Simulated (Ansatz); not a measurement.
# Pd wire along [111], 6 atoms a period: bands by functional and under strain

Aim: is the Pd wire along [111], 6 atoms a period a metal or a semiconductor?

Calculated with Ansatz 0.2.0; DFT PBE, plane waves, PAW; relaxation of a wire's period, in the first sound run; inputs show where later runs differ.

### 1. Starting point

The cell holds 6 atoms: 6 Pd. Its edges and angles: a = 9.586 Å, b = 10.017 Å, c = 6.824 Å, α = 90.0°, β = 90.0°, γ = 90.0°. Vacuum lies along a and b. The structure's axis is c.

### 2. Relaxation of atoms and period

Band widths follow the bond lengths, so the wire is relaxed first. The atoms and the third cell vector are free; the box across stays fixed as vacuum. Moments are seeded so that a magnetic state can form if it lies lower. A Fermi-Dirac smearing is set since the result may be a metal. The pressure printed is a third of the stress's trace over the whole box, vacuum included; only the stress along the axis is relaxed.

input.yaml

```yaml
crystal:
  lattice:
    - [9.586, 0.0, 0.0]
    - [0.0, 10.017, 0.0]
    - [0.0, 0.0, 6.8242801818]
  atoms:
    - { symbol: Pd, position: [0.354683914, 0.499999827, 0.0], spin: 0.48 }
    - { symbol: Pd, position: [0.645316161, 0.499999827, 0.0], spin: 0.48 }
    - { symbol: Pd, position: [0.500000037, 0.419711404, 0.333333333], spin: 0.48 }
    - { symbol: Pd, position: [0.645316161, 0.660576673, 0.333333333], spin: 0.48 }
    - { symbol: Pd, position: [0.500000037, 0.58028825, 0.666666667], spin: 0.48 }
    - { symbol: Pd, position: [0.645316161, 0.339422981, 0.666666667], spin: 0.48 }
magnetization:
  spin_polarized: true
kpoints:
  mp_grid: { grid: [1, 1, 12] }
scf:
  occupations: { method: fermi_dirac, width: 0.05 }
hamiltonian:
  xc: pbe
relax:
  cell: { fix: [a, b, alpha, beta, gamma] }
  max_steps: 60
```

Run with:

```bash
$ ansatz run input.yaml --threads 8 --pin off --max-ram 16384MiB --backend cpu --events-out ev --progress --plain --runs-dir out
```

Numbers of over 12 decimals in the logs are rounded to 6 here.

Output:

```text
Engine: ansatz 0.2.0, x86_64-unknown-linux-gnu
Pseudopotentials: kind: paw
Pseudopotential: Pd, paw, valence charge 18, recommended cutoff 420 eV (normal), Pd.paw.azcp
Functional definition: PBE
  parameter kappa = 0.804
  parameter beta = 0.066725
  exchange = pbe_x(kappa = kappa, mu = beta*pi^2/3)
  correlation = pbe_c(beta = beta)
Crystal: 6 atoms, lattice volume = 655.288 Å³
Basis set: ecut = 420 eV, 12831 PW (Γ), exchange–correlation on 144×144×96 points (8 copies of the dense FFT grid, shifted against one another)
Bands: 67, of which v1, the nominal top of the filled ones, is band 54 counted from 1 (53 counted from 0)
Symmetry: 2 space group operations
Space group: P2 (ITA 3), of the structure as read, at distance tolerance 8.7e-5 Å
Magnetic group: BNS 3.1 (UNI 8), of the structure as read, at distance tolerance 8.7e-5 Å
k-points: 7 of 12
Non-local potential: Pd, projectors of the file, l = 0: 2, l = 1: 2, l = 2: 2, l = 3: 1
PAW form: soft (Blöchl's): semilocal exchange-correlation on the pseudo side does not see the compensation charge
PAW one-centre angular grid: Pd, 590 points (default); XC on 64 Gauss nodes
Initial density: superposition of atomic densities (neutral atoms: chi_scale 0, normalization atom)
Starting moments: Σ|m| = 2.88 μB on 6 of 6 sites
Initial wavefunctions: pseudopotential atomic-orbital guess
Functional: x = pbe(κ = 0.804, μ = 0.219515), c = pbe(β = 0.066725)
SCF iter   1: F=—  HF=-41831.051914 eV  |F-HF|=—  |Δ(HF+E_count)|=         —  Δρ=2.89e-2 (↑2.89e-2 ↓2.53e-2)  dr2=2.22e1  dr2_m=2.17e-1  M=1.938 μB ∫|m|=2.126 μB  β_m=0.30  ethr=3.10e-3  ⟨swp⟩=7.1  Hψ=3987  notcnv=0  defer=12
preconditioner: auto → LDOS  [metal: Δε(μ)=0.013 eV  Ē_g=3.688 eV  σ=0.050 eV  W_gap=0.06  n_scr=84 (ndim 8)  ℏωp=11.2 eV  f_vac=0.720  D(μ)=12.95/eV (n_scr^D=70)]
spin=Collinear: LDOS preconditioning applied to the charge; magnetization (m = ρ↑ − ρ↓) channel mixes plain (no charge-response kernel on spin).
SCF iter   2: F=—  HF=-41827.518470 eV  |F-HF|=—  |Δ(HF+E_count)|=    3.53e0  Δρ=1.40e-2 (↑1.28e-2 ↓1.40e-2)  dr2=5.08e0  dr2_m=1.08e-1  M=2.093 μB ∫|m|=2.270 μB  β_m=0.30  ethr=3.10e-3  ⟨swp⟩=2.0  Hψ=1654  notcnv=0  defer=40
SCF iter   3: F=—  HF=-41826.707164 eV  |F-HF|=—  |Δ(HF+E_count)|=   8.11e-1  Δρ=7.43e-3 (↑4.38e-3 ↓7.43e-3)  dr2=8.34e-1  dr2_m=5.44e-2  M=2.172 μB ∫|m|=2.337 μB  β_m=0.30  ethr=3.10e-3  ⟨swp⟩=2.0  Hψ=1582  notcnv=0  defer=46
SCF iter   4: F=—  HF=-41826.627706 eV  |F-HF|=—  |Δ(HF+E_count)|=   7.95e-2  Δρ=2.71e-3 (↑2.53e-3 ↓2.71e-3)  dr2=6.45e-2  dr2_m=2.56e-2  M=2.260 μB ∫|m|=2.421 μB  β_m=0.30  ethr=7.73e-4  ⟨swp⟩=3.1  Hψ=1448  notcnv=0  defer=54
SCF iter   5: F=—  HF=-41826.659877 eV  |F-HF|=—  |Δ(HF+E_count)|=   3.22e-2  Δρ=1.85e-3 (↑1.79e-3 ↓1.85e-3)  dr2=2.35e-2  dr2_m=1.59e-2  M=2.278 μB ∫|m|=2.454 μB  β_m=0.30  ethr=5.97e-5  ⟨swp⟩=2.8  Hψ=1417  notcnv=0  defer=54
SCF iter   6: F=—  HF=-41826.674054 eV  |F-HF|=—  |Δ(HF+E_count)|=   1.42e-2  Δρ=1.47e-3 (↑1.47e-3 ↓1.26e-3)  dr2=7.33e-3  dr2_m=9.70e-3  M=2.298 μB ∫|m|=2.484 μB  β_m=1.00  ethr=2.17e-5  ⟨swp⟩=2.0  Hψ=1049  notcnv=0  defer=54
SCF iter   7: F=—  HF=-41826.680995 eV  |F-HF|=—  |Δ(HF+E_count)|=   6.94e-3  Δρ=5.11e-4 (↑4.26e-4 ↓5.11e-4)  dr2=1.35e-3  dr2_m=1.11e-3  M=2.351 μB ∫|m|=2.570 μB  β_m=1.00  ethr=6.79e-6  ⟨swp⟩=2.4  Hψ=1555  notcnv=0  defer=54
SCF iter   8: F=—  HF=-41826.682136 eV  |F-HF|=—  |Δ(HF+E_count)|=   1.14e-3  Δρ=2.30e-4 (↑2.05e-4 ↓2.30e-4)  dr2=3.86e-4  dr2_m=2.18e-4  M=2.381 μB ∫|m|=2.614 μB  β_m=1.00  ethr=1.25e-6  ⟨swp⟩=2.1  Hψ=1318  notcnv=0  defer=54
SCF iter   9: F=—  HF=-41826.683074 eV  |F-HF|=—  |Δ(HF+E_count)|=   9.38e-4  Δρ=1.14e-4 (↑1.14e-4 ↓1.04e-4)  dr2=4.74e-5  dr2_m=5.25e-5  M=2.396 μB ∫|m|=2.636 μB  β_m=1.00  ethr=3.57e-7  ⟨swp⟩=2.0  Hψ=1242  notcnv=0  defer=54
SCF iter  10: F=—  HF=-41826.683847 eV  |F-HF|=—  |Δ(HF+E_count)|=   7.73e-4  Δρ=5.91e-5 (↑4.70e-5 ↓5.91e-5)  dr2=4.15e-6  dr2_m=1.54e-5  M=2.403 μB ∫|m|=2.648 μB  β_m=0.30  ethr=4.39e-8  ⟨swp⟩=2.0  Hψ=1434  notcnv=0  defer=54
Mixer restart at iter 10: flushing history
spin-set hold released at iteration 10 (site moments contracting): the magnetisation degrees of freedom join the quasi-Newton model from the next iteration; the mixer history was flushed
SCF iter  11: F=—  HF=-41826.684229 eV  |F-HF|=—  |Δ(HF+E_count)|=   3.82e-4  Δρ=6.03e-5 (↑5.32e-5 ↓6.03e-5)  dr2=2.20e-6  dr2_m=1.84e-5  M=2.406 μB ∫|m|=2.652 μB  β_m=0.65  ethr=3.84e-9  ⟨swp⟩=2.0  Hψ=1645  notcnv=0  defer=54
SCF iter  12: F=—  HF=-41826.684634 eV  |F-HF|=—  |Δ(HF+E_count)|=   4.06e-4  Δρ=4.66e-5 (↑3.50e-5 ↓4.66e-5)  dr2=1.18e-6  dr2_m=9.81e-6  M=2.417 μB ∫|m|=2.667 μB  β_m=0.82  ethr=2.03e-9  ⟨swp⟩=3.0  Hψ=2046  notcnv=0  defer=54
SCF iter  13: F=—  HF=-41826.684604 eV  |F-HF|=—  |Δ(HF+E_count)|=   3.07e-5  Δρ=2.33e-5 (↑2.33e-5 ↓1.15e-5)  dr2=6.67e-6  dr2_m=4.16e-7  M=2.420 μB ∫|m|=2.672 μB  β_m=0.68  ethr=1.09e-9  ⟨swp⟩=2.5  Hψ=1851  notcnv=0  defer=54
SCF iter  14: F=—  HF=-41826.684603 eV  |F-HF|=—  |Δ(HF+E_count)|=   1.24e-6  Δρ=4.35e-6 (↑2.05e-6 ↓4.35e-6)  dr2=7.76e-8  dr2_m=5.29e-8  M=2.421 μB ∫|m|=2.674 μB  β_m=0.72  ethr=9.26e-11  ⟨swp⟩=3.0  Hψ=3787  notcnv=0
SCF iter  15: F=—  HF=-41826.684603 eV  |F-HF|=—  |Δ(HF+E_count)|=   3.34e-8  Δρ=1.82e-6 (↑1.05e-6 ↓1.82e-6)  dr2=2.58e-8  dr2_m=9.68e-9  M=2.421 μB ∫|m|=2.674 μB  β_m=0.73  ethr=7.19e-11  ⟨swp⟩=3.8  Hψ=2609  notcnv=0
SCF iter  16: F=—  HF=-41826.684603 eV  |F-HF|=—  |Δ(HF+E_count)|=   1.70e-9  Δρ=1.01e-6 (↑5.20e-7 ↓1.01e-6)  dr2=6.13e-9  dr2_m=2.84e-9  M=2.421 μB ∫|m|=2.674 μB  β_m=0.83  ethr=2.39e-11  ⟨swp⟩=3.0  Hψ=2271  notcnv=0
SCF iter  17: F=-41826.684603 eV  HF=-41826.684603 eV  |F-HF|=4.07e-10  |Δ(HF+E_count)|=   1.94e-9  Δρ=4.42e-7 (↑1.91e-7 ↓4.42e-7)  dr2=1.23e-9  dr2_m=4.47e-10  M=2.421 μB ∫|m|=2.674 μB  ethr=5.68e-12  ⟨swp⟩=2.6  Hψ=1978  notcnv=0
SCF 1 converged in 17 iterations: F = -41826.684603 eV  dr2 = 1.23e-9
  greatest PAW one-centre occupation: 1.000 electrons in one spin orbital (limit 2), on the Pd atom at site 0 (counted from 0), in its partial waves of l = 0
relax step   1: F+E_penalty+E_count = -41826.68460261 eV  Δ(F+E_penalty+E_count) = +0.000e0 eV  max|allowed force component| = 1.453e0 eV/Å  Δτ_max = 0.0000 Å  P = -1.813 GPa  Ω = 655.288 Å³  fix = [a, b, alpha, beta, gamma]  reactions: a -1.436, b -1.437 GPa; alpha -0.001 GPa/rad  (17 SCF iters, dr2 threshold 1.00e-7 eV, accepted)
Crystal: 6 atoms, lattice volume = 636.873 Å³
Basis set: ecut = 420 eV, 12411 PW (Γ), exchange–correlation on 144×144×96 points (8 copies of the dense FFT grid, shifted against one another)
[...]
relax step  14: F+E_penalty+E_count = -41827.87946067 eV  Δ(F+E_penalty+E_count) = -9.168e-4 eV  max|allowed force component| = 2.316e-2 eV/Å  Δτ_max = 0.0252 Å  P = -0.005 GPa  Ω = 596.048 Å³  energy of the carried Pulay correction = +3.655e-3 eV  fix = [a, b, alpha, beta, gamma]  reactions: a -0.016, b -0.006 GPa; alpha +0.002 GPa/rad  (17 SCF iters, dr2 threshold 8.45e-8 eV, accepted)
relax step  15: F+E_penalty+E_count = -41827.87947838 eV  Δ(F+E_penalty+E_count) = -1.771e-5 eV  max|allowed force component| = 1.387e-2 eV/Å  Δτ_max = 0.0064 Å  P = -0.020 GPa  Ω = 596.348 Å³  energy of the carried Pulay correction = +3.635e-3 eV  fix = [a, b, alpha, beta, gamma]  reactions: a -0.036, b -0.026 GPa; alpha -0.009 GPa/rad  (14 SCF iters, dr2 threshold 3.35e-8 eV, accepted)
relax step  16: F+E_penalty+E_count = -41827.87954380 eV  Δ(F+E_penalty+E_count) = -6.542e-5 eV  max|allowed force component| = 2.514e-3 eV/Å  Δτ_max = 0.0036 Å  P = -0.016 GPa  Ω = 596.577 Å³  energy of the carried Pulay correction = +3.621e-3 eV  fix = [a, b, alpha, beta, gamma]  reactions: a -0.032, b -0.017 GPa; alpha -0.001 GPa/rad  (12 SCF iters, dr2 threshold 1.20e-8 eV, accepted)
Basis set: ecut = 420 eV, 11669 PW (Γ), exchange–correlation on 144×144×90 points (8 copies of the dense FFT grid, shifted against one another)
Initial wavefunctions: pseudopotential atomic-orbital guess (no wavefunctions were taken with the density)
iter 1 solved again at ethr=9.70e-7 eV; its pass at ethr=3.10e-3 eV (dr2=1.05e-3 eV) is discarded
SCF iter   1: F=—  HF=-41827.873183 eV  |F-HF|=—  |Δ(HF+E_count)|=         —  Δρ=8.54e-5 (↑8.54e-5 ↓8.09e-5)  dr2=2.69e-5  dr2_m=1.05e-7  M=1.155 μB ∫|m|=1.252 μB  β_m=0.30  ethr=9.70e-7  ⟨swp⟩=3.4  Hψ=6656  notcnv=0
preconditioner: auto → LDOS  [metal: Δε(μ)=0.014 eV  Ē_g=4.922 eV  σ=0.050 eV  W_gap=0.07  n_scr=76 (ndim 8)  ℏωp=11.8 eV  f_vac=0.714  D(μ)=13.14/eV (n_scr^D=74)]
spin=Collinear: LDOS preconditioning applied to the charge; magnetization (m = ρ↑ − ρ↓) channel mixes plain (no charge-response kernel on spin).
SCF iter   2: F=—  HF=-41827.873189 eV  |F-HF|=—  |Δ(HF+E_count)|=   5.58e-6  Δρ=5.63e-5 (↑5.63e-5 ↓5.24e-5)  dr2=1.08e-5  dr2_m=6.16e-8  M=1.155 μB ∫|m|=1.252 μB  β_m=0.53  ethr=2.49e-8  ⟨swp⟩=2.6  Hψ=1605  notcnv=0
SCF iter   3: F=—  HF=-41827.873204 eV  |F-HF|=—  |Δ(HF+E_count)|=   1.47e-5  Δρ=1.18e-5 (↑1.18e-5 ↓1.12e-5)  dr2=6.42e-7  dr2_m=2.52e-8  M=1.155 μB ∫|m|=1.252 μB  β_m=0.56  ethr=9.97e-9  ⟨swp⟩=2.9  Hψ=1803  notcnv=0
SCF iter   4: F=—  HF=-41827.873335 eV  |F-HF|=—  |Δ(HF+E_count)|=   1.31e-4  Δρ=3.28e-6 (↑2.59e-6 ↓3.28e-6)  dr2=9.34e-8  dr2_m=6.89e-9  M=1.155 μB ∫|m|=1.252 μB  β_m=0.56  ethr=5.95e-10  ⟨swp⟩=2.0  Hψ=1617  notcnv=0
SCF iter   5: F=—  HF=-41827.873335 eV  |F-HF|=—  |Δ(HF+E_count)|=   7.57e-8  Δρ=1.50e-6 (↑1.07e-6 ↓1.50e-6)  dr2=3.14e-8  dr2_m=2.33e-9  M=1.155 μB ∫|m|=1.252 μB  β_m=0.63  ethr=8.65e-11  ⟨swp⟩=2.0  Hψ=1362  notcnv=0
SCF iter   6: F=—  HF=-41827.873335 eV  |F-HF|=—  |Δ(HF+E_count)|=   1.52e-8  Δρ=7.41e-7 (↑5.52e-7 ↓7.41e-7)  dr2=1.42e-8  dr2_m=5.17e-10  M=1.155 μB ∫|m|=1.252 μB  β_m=0.68  ethr=2.91e-11  ⟨swp⟩=2.0  Hψ=1289  notcnv=0
SCF iter   7: F=—  HF=-41827.873335 eV  |F-HF|=—  |Δ(HF+E_count)|=   1.92e-9  Δρ=3.95e-7 (↑3.95e-7 ↓3.58e-7)  dr2=5.48e-9  dr2_m=1.16e-10  M=1.155 μB ∫|m|=1.252 μB  β_m=0.75  ethr=1.32e-11  ⟨swp⟩=1.5  Hψ=955  notcnv=0
SCF iter   8: F=—  HF=-41827.873335 eV  |F-HF|=—  |Δ(HF+E_count)|=  9.60e-10  Δρ=2.31e-7 (↑2.31e-7 ↓1.68e-7)  dr2=8.28e-10  dr2_m=8.32e-11  M=1.155 μB ∫|m|=1.252 μB  β_m=0.71  ethr=5.07e-12  ⟨swp⟩=2.0  Hψ=1369  notcnv=0
SCF iter   9: F=—  HF=-41827.873335 eV  |F-HF|=—  |Δ(HF+E_count)|=  1.46e-10  Δρ=1.08e-7 (↑1.08e-7 ↓1.03e-7)  dr2=1.04e-10  dr2_m=4.56e-11  M=1.155 μB ∫|m|=1.252 μB  β_m=0.75  ethr=1.00e-12  ⟨swp⟩=2.1  Hψ=1360  notcnv=0
SCF iter  10: F=-41827.873335 eV  HF=-41827.873335 eV  |F-HF|=1.46e-11  |Δ(HF+E_count)|=  4.37e-11  Δρ=8.10e-8 (↑5.30e-8 ↓8.10e-8)  dr2=3.89e-11  dr2_m=1.85e-11  M=1.155 μB ∫|m|=1.252 μB  ethr=1.00e-12  ⟨swp⟩=4.0  Hψ=2944  notcnv=0
SCF 17 converged in 10 iterations: F = -41827.873335 eV  dr2 = 3.89e-11
relax step  17: F+E_penalty+E_count = -41827.87333507 eV  Δ(F+E_penalty+E_count) = +6.209e-3 eV  max|allowed force component| = 2.999e-3 eV/Å  Δτ_max = 0.0000 Å  P = -0.010 GPa  Ω = 596.577 Å³  fix = [a, b, alpha, beta, gamma]  reactions: a -0.027, b -0.013 GPa; alpha -0.001 GPa/rad  stress off target by 9.19e-3 GPa on what of the cell is left free  SCF on the basis re-selected at this cell (its energy is not comparable with the rows above)  (10 SCF iters)
basis re-selected at this cell: Δ(F+E_penalty+E_count) = +6.209e-3 eV, ΔP = +0.006 GPa vs the last step (what re-selecting the basis moved, of the pressure what is left beyond the Pulay correction that the steps carried, after the strain that the cell walked since its last selection, with what the two solves' SCF thresholds leave and, on support functions, any second-order correction that the steps lacked; it is no measure of the basis error at this ecutwfc). The dense FFT grid was sized anew with the basis: this SCF ran on 72×72×45 points, the steps before it on 72×72×48, so part of this shift can come from that change (see relax.cell in the input reference). [rest of the remark cut]
SCF converged after 10 iterations
Magnetization: 1.1555 μB (54.5777 up, 53.4223 down)
Absolute magnetization: 1.2521 μB (∫|ρ↑−ρ↓|, with the PAW one-centre terms)
Spin contamination: 0.0167 ħ² per cell (⟨S²⟩ above its minimum at these occupations)
Per-site moments (μB) at R_I (Å): [(0.141462, 1.061006), (0.131401, 1.061006), (0.184752, 1.062237), (0.230963, 1.063120), (0.184752, 1.062237), (0.230963, 1.063120)]
Free energy (F): -41827.873335 eV
Harris-Foulkes:  -41827.873335 eV  (|F-HF|=1.46e-11)
Internal energy: -41827.767558 eV  (E = F + TS)
E sigma→0 (E₀):  -41827.820446 eV
Entropy (-TS):   -0.105778 eV (-17.630 meV/atom)
Fermi energy:    -0.887526 eV
--- Per-component energies (eV) ---
  E_band       = -2964.376110
  E_kinetic    = 3090.090832
  E_local      = -44609.821056  (includes V_loc(G=0)·N_el)
  E_nonlocal   = 1314.690213
  E_hartree    = 20243.288184
  E_xc         = -1001.031421
  E_vxc        = -1253.596152  (∫ρ·V_xc dr)
  E_paw        = -22511.238159  (= ΣΔE_a)
  E_vpaw       = -1992.317730  (= ΣTr[D̂ρ^β])
  E_aug_tail   = 0.001189  (compensation charges beyond the density's cutoff)
  E_ewald      = 1646.252660
  E_smearing   = -0.105778  (= −TS)
  E_closure    = -0.000000  (closes the sum)
  Σ components = -41827.873335   (vs F -41827.873335, Δ=0.00e0)
--- Forces (eV/Å), atoms counted from 1 ---
  atom   1  Pd    -0.00299852     0.00000000     0.00000000
  atom   2  Pd     0.00244626     0.00000000     0.00000000
  atom   3  Pd    -0.00039584    -0.00205188     0.00125360
  atom   4  Pd     0.00067335     0.00120761     0.00233680
  atom   5  Pd    -0.00039584     0.00205188    -0.00125360
  atom   6  Pd     0.00067335    -0.00120761    -0.00233680
  max |Σ_I F_I| component: 2.76e-6 eV/Å
--- Stress (GPa, compression-positive) ---
       -0.026599       0.000000       0.000000
        0.000000      -0.013177       0.000752
        0.000000       0.000752       0.009185
  P = ⅓ Tr σ = -0.0102 GPa (-0.102 kbar)
--- Relaxed structure (16 steps of the walk, 15 accepted, 1 SCFs on fresh bases) ---
  F+E_penalty+E_count = -41827.87333507 eV   max|allowed force component| = 2.999e-3 eV/Å   (the final SCF, on the basis selected at the relaxed cell)
  cell:  # Å, volume = 596.5766 Å³
    - [9.586, 0.0, 0.0]
    - [0.0, 10.017, 0]
    - [0.0, 0, 6.212853]
  atoms:
    - { symbol: Pd, position: [0.352407, 0.499999827, 1.469586509979087e-19] }
    - { symbol: Pd, position: [0.620729, 0.499999827, 1.469586509979087e-19] }
    - { symbol: Pd, position: [0.479603, 0.417061, 0.339703] }
    - { symbol: Pd, position: [0.679145, 0.601986, 0.370027] }
    - { symbol: Pd, position: [0.479603, 0.582938, 0.660297] }
    - { symbol: Pd, position: [0.679145, 0.398014, 0.629973] }
```

Wall time 53 s (8 threads of AMD EPYC 9R45, shared host); peak memory 2 GiB.

Step by step:

```csv
step,energy less that of the first step (eV),largest force component (eV/Å),pressure (GPa),volume (Å³)
1,0.0000,1.4532,-1.81,655.29
2,-0.7860,0.7067,0.06,636.87
3,-0.9257,0.1713,-0.24,618.35
4,-0.9333,0.0302,0.04,612.34
5,-0.9317,0.0405,-0.11,618.07
6,-0.9345,0.0105,-0.02,614.67
7,-0.9432,0.1022,-0.12,617.54
8,-0.9810,0.2600,-0.26,619.78
9,-1.0756,0.4314,-0.41,621.55
10,-1.1333,0.2492,-0.49,624.11
11,-1.1891,0.0813,0.05,605.46
12,-1.1920,0.0280,-0.02,604.56
13,-1.1939,0.0368,-0.01,600.24
14,-1.1949,0.0232,0.00,596.05
15,-1.1949,0.0139,-0.02,596.35
16,-1.1949,0.0025,-0.02,596.58
17*,-1.1887,0.0030,-0.01,596.58
```

Relaxation steps marked * repeat the geometry before them on a plane-wave basis chosen anew for their cell, so energy and pressure can jump there. Relaxation step 5 was tried and not accepted.

Forces are held to the 2 operations that the run works with; a distortion that breaks them can't arise in this run.

```csv
cell as run,before,after,change
c (Å),6.824,6.213,-9.0 %
```

The atoms that moved most (Å, along periodic axes as changes of fractional coordinates times the final cell, across vacuum about the mean position):

```csv
atom,dx,dy,dz,length
Pd4,0.324,-0.587,0.228,0.708
Pd6,0.324,0.587,-0.228,0.708
Pd2,-0.236,0.000,0.000,0.236
Pd5,-0.196,0.027,-0.040,0.201
Pd3,-0.196,-0.027,0.040,0.201
Pd1,-0.022,0.000,0.000,0.022
```

This step gave:

```
energy at zero smearing    : -41827.8204 eV
total moment               : 1.155 μB
absolute moment            : 1.252 μB
cell length along the wire : 6.213 Å
```

Site moment by atom:

```csv
atom,site moment (μB)
Pd1,0.141
Pd2,0.131
Pd3,0.185
Pd4,0.231
Pd5,0.185
Pd6,0.231
```

The cell's length comes to 6.213 Å with an absolute moment of 1.25 μB a cell. 1 contact a cell pass between under 1.1 and over 1.27 times the sum of covalent radii, so the wire has rearranged from the shape that names it.

(Part 1 of 4 ends here.)

[Logs are printed without paths, hosts, clocks, repeated set-up lines and the standing remarks that a program may print on its own settings, such as how far it seeks lower states.]

[Hosts, paths, dates, database ids (printed as entryN), source tags and the programs' standing remarks are cut or masked in the printed files.]
